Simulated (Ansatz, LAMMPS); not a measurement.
# Localised basis functions on liquid 68TiO2-32SiO2 (mol %) at 3000 K (93 atoms)

Aim: test how closely localised support functions follow the reference on liquid 68TiO2-32SiO2 (mol %) at 3000 K (93 atoms), and at what cost. A setting counts as converged where the r.m.s. difference of forces stays under 1 % of the r.m.s. force.

Method: Kohn-Sham DFT, PBE, PAW (set soft_2), plane waves, in Ansatz 0.2.0.

**1. Set-up**

The cell holds 93 atoms: 21 Ti, 10 Si and 62 O. Cell: a = 10.723 Å, b = 10.723 Å, c = 10.723 Å, α = 90.0°, β = 90.0°, γ = 90.0°. 93 atoms (21 Ti, 10 Si, 62 O) placed at random at 3.07 g/cm³, melted at 4000 K for 10 ps at fixed volume with the Morse and Coulomb pair potential with partial charges (Pedone, Malavasi, Menziani, Cormack and Segre, J. Phys. Chem. B 110, 11780 (2006)). Snapshot at the end of a hold of 10 ps at 3000 K and fixed volume.

Limits known from the start: The starting topology of bonds comes from the classical model, and needn't be the one that DFT or experiment would give. The main run has no spin polarisation, so moments on Ti can't form in it, and no Hubbard term. The Brillouin zone is sampled at Γ only, in a cell whose shortest periodic width is 11 Å.

**2. Making the structure**

A classical potential supplies the starting structure, since it reaches far longer times than DFT.

This step: classical MD, Morse and Coulomb pair potential with partial charges (Pedone, Malavasi, Menziani, Cormack and Segre, J. Phys. Chem. B 110, 11780 (2006)) (LAMMPS 22 Jul 2025 - Update 4).

Contents of in.lmp:

```
# melt-quench of Ti21Si10O62
units metal
atom_style charge
boundary p p p
region box block 0 10.7230 0 10.7230 0 10.7230
create_box 3 box
mass 1 47.8670   # Ti
mass 2 28.0850   # Si
mass 3 15.9990   # O
create_atoms 1 random 21 561353 NULL overlap 1.5 maxtry 2000
create_atoms 2 random 10 561360 NULL overlap 1.5 maxtry 2000
create_atoms 3 random 62 561367 NULL overlap 1.5 maxtry 2000
pair_style hybrid/overlay pedone 5.5 coul/long 8.0
pair_coeff * * coul/long
pair_coeff 1 3 pedone 0.024235 2.254703 2.708943 1   # Ti-O
pair_coeff 2 3 pedone 0.340554 2.006700 2.100000 1   # Si-O
pair_coeff 3 3 pedone 0.042395 1.379316 3.618701 22   # O-O
set type 1 charge 2.4
set type 2 charge 2.4
set type 3 charge -1.2
kspace_style pppm 1.0e-4
neigh_modify delay 0 every 1 check yes
thermo_style custom step time temp pe press density
thermo_modify norm yes
timestep 0.002
thermo 100
min_style cg
minimize 1e-4 1e-4 200 2000
reset_timestep 0
velocity all create 4000 561354 mom yes dist gaussian
fix lim all nve/limit 0.05
fix lan all langevin 4000 4000 0.2 561355 zero yes
thermo 500
run 1000 post no
# [... 10 lines left out ...]
compute msd all msd com yes
thermo 1250
fix md all nvt temp 3000 3000 0.2
run 5000 post no
print "== T3000: mean square displacement over the hold $(c_msd[4]:%.2f) A^2"
unfix md
uncompute msd
write_dump all custom T3000.dump id type xs ys zs modify sort id
```

Run with:

```bash
$ lmp -in in.lmp -log none -nocite
```

The log of the run:

```text
LAMMPS (22 Jul 2025 - Update 4)
Created orthogonal box = (0 0 0) to (10.723 10.723 10.723)
Created 21 atoms
Created 10 atoms
Created 62 atoms
PPPM initialization ...
  G vector (1/distance) = 0.38393525
  grid = 12 12 12
  estimated relative force accuracy = 6.3244397e-05
   Step          Time           Temp          PotEng         Press         Density
         0   0              0             -3.3789807      683911.03      3.0679827
        67   0.134          0             -16.037707      38014.05       3.0679827
Loop time of 0.0385359 s on 1 MPI rank(s) for 67 steps with 93 atoms
Minimization stats:
  Stopping criterion = energy tolerance
[... 18 lines left out ...]
Loop time of 1.89307 s on 1 MPI rank(s) for 5000 steps with 93 atoms
   Step          Time           Temp          PotEng         Press         Density
[... 5 lines left out ...]
Loop time of 1.86995 s on 1 MPI rank(s) for 5000 steps with 93 atoms
   Step          Time           Temp          PotEng         Press         Density
[... 2 lines left out ...]
     12500   25             3136.5232     -15.676555      26495.785      3.0679827
     13750   27.5           2810.5765     -15.650532      33768.852      3.0679827
     15000   30             3285.8438     -15.746336      71157.732      3.0679827
     16000   32             2730.2705     -15.801606      42995.27       3.0679827
Loop time of 1.85428 s on 1 MPI rank(s) for 5000 steps with 93 atoms
== T3000: mean square displacement over the hold 14.39 A^2
```

It took 6.1 s on 1 thread of Arm Neoverse V2, shared host; peak memory 0.069 GiB.

**3. Plane-wave single point**

The first run fixes the reference, at a cutoff of 420 eV.

Contents of input.yaml:

```yaml
crystal:
  lattice:
    - [10.723, 0.0, 0.0]
    - [0.0, 10.723, 0.0]
    - [0.0, 0.0, 10.723]
  atoms:
    - { symbol: Ti, position: [0.12973, 0.09004, 0.07541] }
    - { symbol: Ti, position: [0.6145, 0.49149, 0.54978] }
    - { symbol: Ti, position: [0.82461, 0.26475, 0.12622] }
    - { symbol: Ti, position: [0.63337, 0.76884, 0.99257] }
    - { symbol: Ti, position: [0.16942, 0.83428, 0.43621] }
    - { symbol: Ti, position: [0.50854, 0.86461, 0.24637] }
    - { symbol: Ti, position: [0.33843, 0.15769, 0.74104] }
    - { symbol: Ti, position: [0.83354, 0.16619, 0.76098] }
    - { symbol: Ti, position: [0.49403, 0.08726, 0.01473] }
    - { symbol: Ti, position: [0.56895, 0.83861, 0.66488] }
    - { symbol: Ti, position: [0.59666, 0.39539, 0.09744] }
    - { symbol: Ti, position: [0.12085, 0.34485, 0.95557] }
    - { symbol: Ti, position: [0.30138, 0.77998, 0.07851] }
    - { symbol: Ti, position: [0.83265, 0.25503, 0.4662] }
    - { symbol: Ti, position: [0.29082, 0.55581, 0.45987] }
    - { symbol: Ti, position: [0.58196, 0.14505, 0.51746] }
    - { symbol: Ti, position: [0.10828, 0.93295, 0.7261] }
    - { symbol: Ti, position: [0.98963, 0.72528, 0.97439] }
    - { symbol: Ti, position: [0.05249, 0.5901, 0.71978] }
    - { symbol: Ti, position: [0.78322, 0.46757, 0.87452] }
    - { symbol: Ti, position: [0.30203, 0.50263, 0.15257] }
    - { symbol: Si, position: [0.10066, 0.32202, 0.54343] }
    - { symbol: Si, position: [0.47858, 0.44814, 0.7991] }
    - { symbol: Si, position: [0.87329, 0.99586, 0.98058] }
    - { symbol: Si, position: [0.67649, 0.61101, 0.30272] }
    - { symbol: Si, position: [0.93327, 0.72957, 0.26561] }
    - { symbol: Si, position: [0.36367, 0.70971, 0.77071] }
    - { symbol: Si, position: [0.42245, 0.22033, 0.27616] }
    - { symbol: Si, position: [0.83819, 0.71427, 0.58998] }
    - { symbol: Si, position: [0.79809, 0.93168, 0.38008] }
    - { symbol: Si, position: [0.1611, 0.1337, 0.35203] }
    - { symbol: O, position: [0.16578, 0.19688, 0.94168] }
    - { symbol: O, position: [0.05622, 0.70796, 0.35015] }
    - { symbol: O, position: [0.78123, 0.05224, 0.87156] }
    - { symbol: O, position: [0.56013, 0.84116, 0.84857] }
    - { symbol: O, position: [0.23372, 0.50384, 0.30391] }
    - { symbol: O, position: [0.14284, 0.98658, 0.36633] }
    - { symbol: O, position: [0.13202, 0.48618, 0.52767] }
    - { symbol: O, position: [0.05188, 0.81449, 0.85853] }
    - { symbol: O, position: [0.95003, 0.58246, 0.88878] }
    - { symbol: O, position: [0.41036, 0.10451, 0.8957] }
    - { symbol: O, position: [0.57368, 0.98644, 0.58943] }
    - { symbol: O, position: [0.61454, 0.23403, 0.08399] }
    - { symbol: O, position: [0.457, 0.17896, 0.61484] }
    - { symbol: O, position: [0.92874, 0.32272, 0.57003] }
    - { symbol: O, position: [0.25449, 0.41193, 0.02667] }
    - { symbol: O, position: [0.84088, 0.82064, 0.47568] }
    - { symbol: O, position: [0.36212, 0.77553, 0.91698] }
    - { symbol: O, position: [0.11421, 0.13092, 0.22113] }
    - { symbol: O, position: [0.39981, 0.14937, 0.16356] }
    - { symbol: O, position: [0.69349, 0.61896, 0.93919] }
    - { symbol: O, position: [0.10551, 0.86967, 0.56858] }
    - { symbol: O, position: [0.79695, 0.27123, 0.28616] }
    - { symbol: O, position: [0.74092, 0.16476, 0.6194] }
    - { symbol: O, position: [0.61456, 0.62452, 0.43887] }
    - { symbol: O, position: [0.80508, 0.55747, 0.59166] }
    - { symbol: O, position: [0.61977, 0.45858, 0.71698] }
    - { symbol: O, position: [0.9928, 0.06457, 0.7369] }
    - { symbol: O, position: [0.76642, 0.40051, 0.02552] }
    - { symbol: O, position: [0.11553, 0.45408, 0.81151] }
    - { symbol: O, position: [0.28963, 0.71175, 0.43391] }
    - { symbol: O, position: [0.42613, 0.7461, 0.64942] }
    - { symbol: O, position: [0.64848, 0.49012, 0.21847] }
    - { symbol: O, position: [0.14256, 0.67593, 0.07491] }
    - { symbol: O, position: [0.6644, 0.34248, 0.49526] }
    - { symbol: O, position: [0.64386, 0.93533, 0.34411] }
    - { symbol: O, position: [0.83773, 0.84809, 0.97413] }
    - { symbol: O, position: [0.41127, 0.36968, 0.19538] }
    - { symbol: O, position: [0.86245, 0.11294, 0.0744] }
    - { symbol: O, position: [0.22926, 0.96433, 0.0951] }
    - { symbol: O, position: [0.53461, 0.91188, 0.07867] }
    - { symbol: O, position: [0.38795, 0.64464, 0.12951] }
    - { symbol: O, position: [0.38352, 0.32833, 0.80692] }
    - { symbol: O, position: [0.31143, 0.15875, 0.37568] }
    - { symbol: O, position: [0.22703, 0.71024, 0.73808] }
    - { symbol: O, position: [0.80963, 0.65392, 0.32774] }
    - { symbol: O, position: [0.63166, 0.71672, 0.1858] }
    - { symbol: O, position: [0.95421, 0.70283, 0.64682] }
    [... 9 atom lines left out ...]
    - { symbol: O, position: [0.00508, 0.00742, 0.98317] }
    - { symbol: O, position: [0.34825, 0.85188, 0.24488] }
    - { symbol: O, position: [0.2718, 0.99846, 0.73792] }
    - { symbol: O, position: [0.83953, 0.06268, 0.42732] }
    - { symbol: O, position: [0.5444, 0.18263, 0.35975] }
    - { symbol: O, position: [0.93315, 0.67126, 0.13951] }
kpoints:
  mp_grid: { grid: [1, 1, 1] }
hamiltonian:
  xc: pbe
scf:
  occupations: { method: fixed }
output:
  forces: true
  stress: true
  populations: true
  dos:
    method: { smearing: { sigma: 0.15 } }
    de: 0.1
    projected: { site_lists: { O: [O], Si: [Si], Ti: [Ti] } }
  eigenvalues: true
  write_density: true
  write_potential: true
  volumetric_format: npy
  elf: true
```

Run with:

```bash
$ ansatz run input.yaml --threads 8 --pin off --max-ram 15872MiB --backend cpu --events-out ev --progress --plain --runs-dir out
```

The log of the run:

```text
Engine: ansatz 0.2.0, aarch64-unknown-linux-gnu
Pseudopotentials: kind: paw
Pseudopotential: Ti, paw, valence charge 12, recommended cutoff 420 eV (normal), Ti.paw.azcp
Pseudopotential: Si, paw, valence charge 4, recommended cutoff 420 eV (normal), Si.paw.azcp
Pseudopotential: O, paw, valence charge 6, recommended cutoff 420 eV (normal), O.paw.azcp
[... 5 lines on functional and potentials left out ...]
Crystal: 93 atoms, lattice volume = 1232.960 Å³
Basis set: ecut = 420 eV, 24111 PW (Γ), exchange–correlation on 144×144×144 points (8 copies of the dense FFT grid, shifted against one another)
Bands: 425, of which v1, the nominal top of the filled ones, is band 332 counted from 1 (331 counted from 0)
Symmetry: 1 space group operations
Space group: P1 (ITA 1), of the structure as read, at distance tolerance 1.1e-4 Å
k-points: 1
[... 7 lines on functional and potentials left out ...]
Initial density: superposition of atomic densities (neutral atoms: chi_scale 0, normalization atom), corrected by the library's trained network
Initial wavefunctions: pseudopotential atomic-orbital guess
Functional: x = pbe(κ = 0.804, μ = 0.219515), c = pbe(β = 0.066725)
SCF iter   1: F=—  HF=-94109.226588 eV  |F-HF|=—  |Δ(HF+E_count)|=         —  Δρ=6.82e-3  dr2=9.46e-1  ethr=1.77e-3  ⟨swp⟩=4.0  Hψ=1418  notcnv=0  defer=90
preconditioner: auto → Resta (q_TF=auto, 2.461 Å⁻¹)  ε∞=6.2  [insulator: Δε(μ)=1.213 eV  Ē_g=10.284 eV  n_scr=304 (ndim 8)  ℏωp=23.6 eV  f_vac=0.128  ε∞_Penn≈6.2]
SCF iter   2: F=—  HF=-94109.106640 eV  |F-HF|=—  |Δ(HF+E_count)|=   1.20e-1  Δρ=4.07e-3  dr2=2.27e-1  ethr=1.42e-4  ⟨swp⟩=3.0  Hψ=831  notcnv=0  defer=89
SCF iter   3: F=—  HF=-94109.086615 eV  |F-HF|=—  |Δ(HF+E_count)|=   2.00e-2  Δρ=2.44e-3  dr2=1.20e-1  ethr=3.42e-5  ⟨swp⟩=3.0  Hψ=675  notcnv=0  defer=91
SCF iter   4: F=—  HF=-94109.074183 eV  |F-HF|=—  |Δ(HF+E_count)|=   1.24e-2  Δρ=1.24e-3  dr2=3.05e-2  ethr=1.81e-5  ⟨swp⟩=3.0  Hψ=673  notcnv=0  defer=91
SCF iter   5: F=—  HF=-94109.071071 eV  |F-HF|=—  |Δ(HF+E_count)|=   3.11e-3  Δρ=6.42e-4  dr2=7.42e-3  ethr=4.59e-6  ⟨swp⟩=2.0  Hψ=671  notcnv=0  defer=91
SCF iter   6: F=—  HF=-94109.070579 eV  |F-HF|=—  |Δ(HF+E_count)|=   4.92e-4  Δρ=3.41e-4  dr2=1.81e-3  ethr=1.12e-6  ⟨swp⟩=2.0  Hψ=655  notcnv=0  defer=91
SCF iter   7: F=—  HF=-94109.070743 eV  |F-HF|=—  |Δ(HF+E_count)|=   1.64e-4  Δρ=1.84e-4  dr2=5.22e-4  ethr=2.73e-7  ⟨swp⟩=2.0  Hψ=727  notcnv=0  defer=89
SCF iter   8: F=—  HF=-94109.070879 eV  |F-HF|=—  |Δ(HF+E_count)|=   1.36e-4  Δρ=1.01e-4  dr2=1.63e-4  ethr=7.86e-8  ⟨swp⟩=2.0  Hψ=532  notcnv=0  defer=84
SCF iter   9: F=—  HF=-94109.070858 eV  |F-HF|=—  |Δ(HF+E_count)|=   2.03e-5  Δρ=5.58e-5  dr2=5.35e-5  ethr=2.46e-8  ⟨swp⟩=2.0  Hψ=671  notcnv=0  defer=84
SCF iter  10: F=—  HF=-94109.073015 eV  |F-HF|=—  |Δ(HF+E_count)|=   2.16e-3  Δρ=3.54e-5  dr2=2.12e-5  ethr=8.06e-9  ⟨swp⟩=2.0  Hψ=671  notcnv=0  defer=84
SCF iter  11: F=—  HF=-94109.073023 eV  |F-HF|=—  |Δ(HF+E_count)|=   8.10e-6  Δρ=2.09e-5  dr2=6.91e-6  ethr=3.19e-9  ⟨swp⟩=2.0  Hψ=671  notcnv=0  defer=84
SCF iter  12: F=—  HF=-94109.073027 eV  |F-HF|=—  |Δ(HF+E_count)|=   3.31e-6  Δρ=1.04e-5  dr2=1.63e-6  ethr=1.04e-9  ⟨swp⟩=2.0  Hψ=531  notcnv=0  defer=84
SCF iter  13: F=—  HF=-94109.073028 eV  |F-HF|=—  |Δ(HF+E_count)|=   9.64e-7  Δρ=7.26e-6  dr2=7.92e-7  ethr=2.46e-10  ⟨swp⟩=2.0  Hψ=636  notcnv=0  defer=84
SCF iter  14: F=—  HF=-94109.073028 eV  |F-HF|=—  |Δ(HF+E_count)|=   3.60e-7  Δρ=4.77e-6  dr2=3.59e-7  ethr=1.19e-10  ⟨swp⟩=2.0  Hψ=668  notcnv=0  defer=84
SCF iter  15: F=—  HF=-94109.073028 eV  |F-HF|=—  |Δ(HF+E_count)|=   1.41e-7  Δρ=2.68e-6  dr2=1.15e-7  ethr=5.40e-11  ⟨swp⟩=2.0  Hψ=668  notcnv=0  defer=84
SCF iter  16: F=-94109.073028 eV  HF=-94109.073028 eV  |F-HF|=8.02e-9  |Δ(HF+E_count)|=   4.61e-8  Δρ=1.32e-6  dr2=2.66e-8  ethr=1.51e-11  ⟨swp⟩=14.0  Hψ=3092  notcnv=0
SCF 1 converged in 16 iterations: F = -94109.073028 eV  dr2 = 2.66e-8
  greatest PAW one-centre occupation: 0.999 electrons in one spin orbital (limit 2), on the Ti atom at site 1 (counted from 0), in its partial waves of l = 0
SCF converged after 16 iterations
Free energy (F): -94109.073028 eV
Harris-Foulkes:  -94109.073028 eV  (|F-HF|=8.02e-9)
Internal energy: -94109.073028 eV  (E = F + TS)
E sigma→0 (E₀):  -94109.073028 eV
Fermi energy:    5.709748 eV
--- Per-component energies (eV) ---
  E_band       = -6485.295829
  E_kinetic    = 17101.400336
  E_local      = -55539.548530  (includes V_loc(G=0)·N_el)
  E_nonlocal   = 3315.860015
  E_hartree    = 21657.916923
  E_xc         = -7195.041095
  E_vxc        = -8891.171335  (∫ρ·V_xc dr)
  E_paw        = -36909.230149  (= ΣΔE_a)
  E_vpaw       = -5787.827118  (= ΣTr[D̂ρ^β])
  E_aug_tail   = 0.155978  (compensation charges beyond the density's cutoff)
  E_ewald      = -36540.586507
  E_smearing   = -0.000000  (= −TS)
  E_closure    = 0.000000  (closes the sum)
  Σ components = -94109.073028   (vs F -94109.073028, Δ=0.00e0)
--- Forces (eV/Å), atoms counted from 1 ---
  atom   1  Ti     0.68562755    -3.79056816    -6.78606170
  atom   2  Ti     0.43614332     0.42602017    -0.51664497
  atom   3  Ti     2.92939686     0.05647713    -1.15230962
  atom   4  Ti     1.87814888    -0.96022532    -1.43714895
  atom   5  Ti    -0.30031210    -2.28197664    -6.89261362
  atom   6  Ti     3.70441016    -0.88070931    -0.72934904
  atom   7  Ti    -1.66778206     3.91599469    -2.16801095
  atom   8  Ti     2.37652194    -2.40890866    -1.21830035
  atom   9  Ti     3.15526085    -0.09778200     7.86191618
  atom  10  Ti    -1.44629784     1.96901533     2.54451833
  atom  11  Ti    -3.52070770     1.84674747    -3.05831519
  atom  12  Ti    -2.47127490     4.88202715     0.27691199
  atom  13  Ti    -3.79181268    -0.49490705    -1.85655071
  atom  14  Ti    -4.30173789    -3.13442589    -2.26487465
[...]
atom  92  O     -0.50368951     0.60049669    -1.46501981
  atom  93  O     -0.03301452    -1.88664412    -5.99294293
  max |Σ_I F_I| component: 1.67e-5 eV/Å
--- Stress (GPa, compression-positive) ---
        5.927628      -1.231411       0.405216
       -1.231413       3.716828       4.150681
        0.405214       4.150683       9.753553
  P = ⅓ Tr σ = 6.4660 GPa (64.660 kbar)
--- Band table (eV) ---
  k-point 0: bands = ["-52.8939", "-52.8646", "-52.6061", "-52.5398", [... 409 levels ...], "10.0750", "10.1084", "10.1408", "10.1858", "10.1971", "10.2380", "10.3004", "10.3576", "10.4262", "10.4852", "10.5661", "10.6042"]
--- Löwdin populations: 93 sites ---
  site symbol       q [e]
     0     Ti     10.6902
     1     Ti     10.6178
     2     Ti     10.6782
[...]
92      O      6.7647
  spilling = 0.006212 (of n_electrons = 664.000000)
```

Run time: 15 s. Hardware: 8 threads of Arm Neoverse V2, shared host; peak memory 1.7 GiB.

The run gave:

- free energy: -94109.0730 eV
- free energy per atom: -1011.9255 eV/atom
- SCF cycles: 16
- pressure: 6.466 GPa
- r.m.s. force component: 2.974 eV/Å
- longest force: 15.8 eV/Å
- Fermi energy: 5.71 eV
- gap (highest filled to lowest empty level): 0.7179 eV
- spilling of the projection: 0.006212

The r.m.s. force component of 3.0 eV/Å and the pressure of 6.5 GPa set the scale for the differences below.

**4. Support functions low**

The cell is solved in localised support functions.

This step: Kohn-Sham DFT, PBE, PAW (set soft_2), localised support functions (low) (Ansatz 0.2.0).

input.yaml, the sections that differ from step 3:

```yaml
scf:
  occupations: { method: fixed }
  eigensolver: { kind: { support_functions: { accuracy: low } } }
  max_iter: 150
output:
  forces: true
  eigenvalues: true
# crystal, kpoints, hamiltonian: as in step 3
```

The log of the run:

```text
Warning: scf.eigensolver.kind.support_functions: disabling space-group detection — the functions' gradient is summed over unrotated k-points, so no spatial operation reduces the k-mesh or symmetrises the density; time reversal is kept, so that k and −k are solved as one point where they differ and the mesh holds both, and exact exchange and, on two spinor components, a DFT+U term hold to it where the run has them: [...]
settings of this run that can trade accuracy for cost: scf.eigensolver.kind.support_functions; scf.eigensolver.kind.support_functions.accuracy: low [...]
[...]
Crystal: 93 atoms, lattice volume = 1232.960 Å³
Basis set: ecut = 420 eV, 24111 PW (Γ), exchange–correlation on 150×150×150 points (8 copies of the dense FFT grid, shifted against one another)
Bands: 399, of which v1, the nominal top of the filled ones, is band 332 counted from 1 (331 counted from 0)
Symmetry: 1 space group operations
k-points: 1
[...]
SCF iter   1: F=—  HF=-94102.615964 eV  |F-HF|=—  |Δ(HF+E_count)|=         —  Δρ=1.04e-1  dr2=2.78e2  ethr=1.00e-1
[...]
SCF iter  17: F=—  HF=-94109.559205 eV  |F-HF|=—  |Δ(HF+E_count)|=   6.36e-4  Δρ=6.41e-5  dr2=6.87e-5  ethr=2.55e-8  κ⁻¹=1.2e-3(r=7)
SCF iter  18: F=-94109.559730 eV  HF=-94109.559733 eV  |F-HF|=3.23e-6  |Δ(HF+E_count)|=   5.28e-4  Δρ=2.48e-5  dr2=1.34e-5  ethr=1.03e-8
SCF 1 converged in 18 iterations: F = -94109.570500 eV  dr2 = 1.34e-5
[...]
SCF converged after 18 iterations
Stability not checked: this state was not tested for a lower state beside it, because the mixer in use, unlike msr1, does not test its closes by its own steps (another_mixer; see scf.mixing.algorithm and scf.lower_state_search)
Free energy (F): -94109.570500 eV
[...]
Internal energy: -94109.570500 eV  (E = F + TS)
E sigma→0 (E₀):  -94109.570500 eV
Fermi energy:    5.709384 eV
[...]
Σ components = -94109.570500   (vs F -94109.570500, Δ=0.00e0)
--- Forces (eV/Å), atoms counted from 1 ---
  atom   1  Ti     0.68637609    -3.78964637    -6.77415022
  atom   2  Ti     0.43779325     0.42518983    -0.51687782
  atom   3  Ti     2.92810014     0.05426657    -1.14988173
  atom   4  Ti     1.87844453    -0.96140893    -1.43972805
[...]
atom  93  O     -0.03294926    -1.88672472    -5.99329538
  max |Σ_I F_I| component: 1.51e-3 eV/Å
--- Band table (eV) ---
[...]
```

It took 76 s on 8 threads; peak memory 4 GiB.

The program notes that the band table was not solved further than the SCF left it and it switched symmetry off.

Keys that differ from the reference: support_functions.accuracy = "low" and scf.max_iter = 150.

Forces differ from the reference by 3.0 meV/Å r.m.s., 0.10 % of their size, well within a tolerance of 1 %; the energy by -5.3 meV/atom. It took roughly 5.2 times the reference's time (one timing each, with unlike analyses asked), in 18 cycles against 16.

(Part 1 of 3 ends here.)

[Long decimals in the printed logs are rounded to 6 places.]

[Logs are printed without paths, hosts, clocks, repeated set-up lines and the standing remarks that a program may print on its own settings, such as how far it seeks lower states.]

[Hosts, paths, dates, database ids (printed as entryN), source tags and the programs' standing remarks are cut or masked in the printed files.]
